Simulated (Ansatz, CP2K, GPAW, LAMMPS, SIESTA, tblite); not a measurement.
# Running two particles of Al after sintering (141 atoms) with SIESTA, part 2 of 2

Wanted: SIESTA inputs and outputs for two particles of Al after sintering (141 atoms), checked against a plane-wave reference.

Program: SIESTA 5.4.2; the method stands at each step. Banners, paths, timers and routine set-up lines are dropped from the logs unmarked, and long logs keep their key lines alone; longer cuts are marked. The potentials were converted by us to PSML.

So far. Step 3 (PBE, DZ, shift 0.01 Ry, mesh 300 Ry): Against the first run (14 %), the force difference from the reference is 59 %, at 0.49 times the CPU time (on 2 against 4 cores), with 1128 basis functions against 1833: the smaller basis costs accuracy. Step 4 (PBE, DZP, shift 0.04 Ry, mesh 300 Ry): Against the first run (14 %), the force difference from the reference is 13 %, at 0.48 times the CPU time: tighter orbitals come nearer here, likely by a cancellation of errors.

## (5) PBE, TZP, shift 0.01 Ry, mesh 300 Ry

Method: Kohn-Sham DFT, PBE, PseudoDojo 0.4.1 norm-conserving pseudopotentials (converted to PSML), numerical atomic orbitals (TZP), diagonalisation.

The input, input.fdf:

```
SystemLabel cell
NumberOfAtoms 141
NumberOfSpecies 1
%block ChemicalSpeciesLabel
  1 13 Al
%endblock ChemicalSpeciesLabel
LatticeConstant 1.0 Ang
%block LatticeVectors
  22.83819 0.00000 0.00000
  0.00000 23.81578 0.00000
  0.00000 0.00000 36.62134
%endblock LatticeVectors
PAO.BasisSize TZP
PAO.EnergyShift 0.01 Ry
XC.Functional GGA
XC.Authors PBE
MeshCutoff 300 Ry
%block kgrid_Monkhorst_Pack
  1 0 0 0.0
  0 1 0 0.0
  0 0 1 0.0
%endblock kgrid_Monkhorst_Pack
SolutionMethod diagon
OccupationFunction FD
ElectronicTemperature 580 K
SCF.Mixer.Method Pulay
SCF.Mixer.Weight 0.05
SCF.Mixer.History 8
SCF.Mix Hamiltonian
MaxSCFIterations 300
SCF.DM.Tolerance 1e-04
SCF.H.Tolerance 1.0e-3 eV
WriteForces T
Write.HirshfeldPop T
Write.VoronoiPop T
Write.DM F
Write.H F
XML.Write F
AtomicCoordinatesFormat Fractional
%block AtomicCoordinatesAndAtomicSpecies
[... 141 atom lines left out: the same atoms as in the first run ...]
%endblock AtomicCoordinatesAndAtomicSpecies
```

Run with:

```bash
$ OMP_NUM_THREADS=1 mpirun -np 4 siesta < input.fdf > output.txt
```

Output:

```text
Version         : 5.4.2
reinit: System Name:
reinit: System Label: cell
initatom: Reading input for the pseudopotentials and atomic orbitals ----------
Species number:   1 Atomic number:   13 Label: Al
Ground state valence configuration (from tables):   3s02  3p01  3d00  4f00
---- Processing specs for species: Al
GGA--PBE XC_GGA_X_PBE--XC_GGA_C_PBE pb
Al pseudopotential only contains V_ls up to l=2 -- lmxkb reset.
Using PAO.SplitTailNorm
%block ChemicalSpeciesLabel
    1   13 Al                      # Species index, atomic number, species label
[... lines left out ...]
stepf: Fermi-Dirac step function
        iscf     Eharris(eV)        E_KS(eV)     FreeEng(eV)     dDmax    Ef(eV) dHmax(eV)
[... lines left out ...]
SCF Convergence by DM+H criterion
[... lines left out ...]
SCF cycle converged after 26 iterations
[... lines left out ...]
   Max    1.585344
[... lines left out ...]
   Max    1.585344    constrained
Stress tensor Voigt[x,y,z,yz,xz,xy] (kbar):       -2.08       -3.10       -0.96       -0.33        0.16        0.33
[... lines left out ...]
siesta: FreeEng =     -8813.790787
[... lines left out ...]
siesta:         Corr. =    -560.825355
siesta:   Exch.-corr. =   -4031.834472
siesta:  Ion-electron = -131951.590558
siesta:       Ion-ion =   59338.594703
siesta:         Total =   -8813.220657
siesta:         Fermi =      -3.959014
siesta: Stress tensor (static) (eV/Ang**3):
siesta:    -0.001299    0.000205    0.000098
siesta:     0.000205   -0.001935   -0.000206
siesta:     0.000098   -0.000206   -0.000600
siesta: Cell volume =      19918.687721 Ang**3
siesta: Pressure (static):
siesta:                Solid            Molecule  Units
siesta:           0.00001392          0.00000131  Ry/Bohr**3
siesta:           0.00127787          0.00012004  eV/Ang**3
siesta:           2.04737005          0.19232374  kBar
    Orbital volume contribution        =         211.548773 eV
    (Free)E + p_basis*V_orbitals       =       -8602.242015 eV
    (Free)Eharris+ p_basis*V_orbitals  =       -8602.242027 eV
siesta: Electric dipole (a.u.)  =    0.361595    0.571835   -0.000000
siesta: Electric dipole (Debye) =    0.919082    1.453459   -0.000000
Hirshfeld Atomic Populations:
Atom #   charge [q] valence [e]  Species
     1    -0.006915    3.006915  Al
     2    -0.008110    3.008110  Al
     3     0.006006    2.993994  Al
[...]
--------------------
 Total    -0.000007
Voronoi Atomic Populations:
Atom #   charge [q] valence [e]  Species
[...]
140    -0.006887    3.006887  Al
   141     0.003676    2.996324  Al
--------------------
 Total    -0.000008
```

Elapsed: 11 min, on 4 MPI ranks of Intel Xeon Platinum 8488C (Sapphire Rapids), shared host; peak memory 8.9 GiB; 44 min of CPU time.

Numbers from this run, and their distance from the reference:

```yaml
r_m_s_force_component: 0.508 eV/Å
r_m_s_difference_of_force_components: 60.99 meV/Å
longest_difference_of_force_vectors: 200.5 meV/Å
force_difference_over_r_m_s_force: 13.18 %
slope_of_forces_against_the_reference_s: 1.094
correlation_of_force_components: 0.9964
```

Against the first run (14 %), the force difference from the reference is 13 %, at 1.6 times the CPU time, with 2397 basis functions against 1833.

## (6) The ladder

Differences are against the plane-wave reference, forces as r.m.s. over components; share is that over the reference's r.m.s. force, slope the least-squares factor from reference forces to these. Total energies of different programs have different zeros and aren't compared.

| run | Δ force, r.m.s. (meV/Å) | share (%) | slope | cores | CPU time | memory (GiB) |
| --- | --- | --- | --- | --- | --- | --- |
| reference | - | - | - | 16 | 16 min | 20 |
| SIESTA PBE, DZP, shift 0.01 Ry, mesh 300 Ry | 65.1 | 14.1 | 1.096 | 4 | 28 min | 8.1 |
| SIESTA PBE, DZ, shift 0.01 Ry, mesh 300 Ry (coarse) | 271 | 58.6 | 1.386 | 2 | 14 min | 4.7 |
| SIESTA PBE, DZP, shift 0.04 Ry, mesh 300 Ry (coarse) | 60.1 | 13.0 | 1.112 | 4 | 13 min | 6.4 |
| SIESTA PBE, TZP, shift 0.01 Ry, mesh 300 Ry | 61.0 | 13.2 | 1.094 | 4 | 44 min | 8.9 |

Rows marked coarse were listed beforehand as settings not expected to be converged; some can still land near the reference.

CPU time is summed over cores on a shared host, where runs went side by side, so it is rough. Symmetry, cutoffs, thresholds, outputs and thread counts weren't matched or tuned between programs; memory under MPI is the largest rank's times the ranks.

Further runs of this program without a result: SIESTA PBE, SZP, shift 0.01 Ry, mesh 300 Ry (cut off at its time limit).

## (7) Outcome

- nearest in forces: a tie at 13 % of 2 runs: SIESTA PBE, DZP, shift 0.04 Ry, mesh 300 Ry (coarse); SIESTA PBE, TZP, shift 0.01 Ry, mesh 300 Ry

**Reading.** The PBE runs in local orbitals, coarse settings apart, differ by 13 % (SIESTA PBE, TZP, shift 0.01 Ry, mesh 300 Ry) to 14 % (SIESTA PBE, DZP, shift 0.01 Ry, mesh 300 Ry); basis, grid and potentials can all enter. Runs with settings chosen to be coarse differ by 13 % (SIESTA PBE, DZP, shift 0.04 Ry, mesh 300 Ry) to 59 % (SIESTA PBE, DZ, shift 0.01 Ry, mesh 300 Ry), their programs' other errors included. None of the electronic-structure runs in the table takes under half the reference's CPU time of 16 min; they take 0.86 to 2.8 times as much. SIESTA PBE, DZP, shift 0.04 Ry, mesh 300 Ry stiffens the forces by a factor of 1.11 while following their directions (correlation 0.998); the slopes of the 4 SIESTA runs lie between 1.09 and 1.39. The electron count is odd in these runs, and they have no spin polarisation, so the unpaired electron is spread evenly over both spins. The electron count is odd and the run has no spin polarisation, so levels at the top are partly filled by construction.

[Also dropped from logs without a mark: logging warnings of Python, and SIESTA's first energy breakdown and zero terms.]

[Logs are printed without paths, hosts, clocks, repeated set-up lines and the standing remarks that a program may print on its own settings, such as how far it seeks lower states.]

[Hosts, paths, dates, database ids (printed as entryN), source tags and the programs' standing remarks are cut or masked in the printed files.]
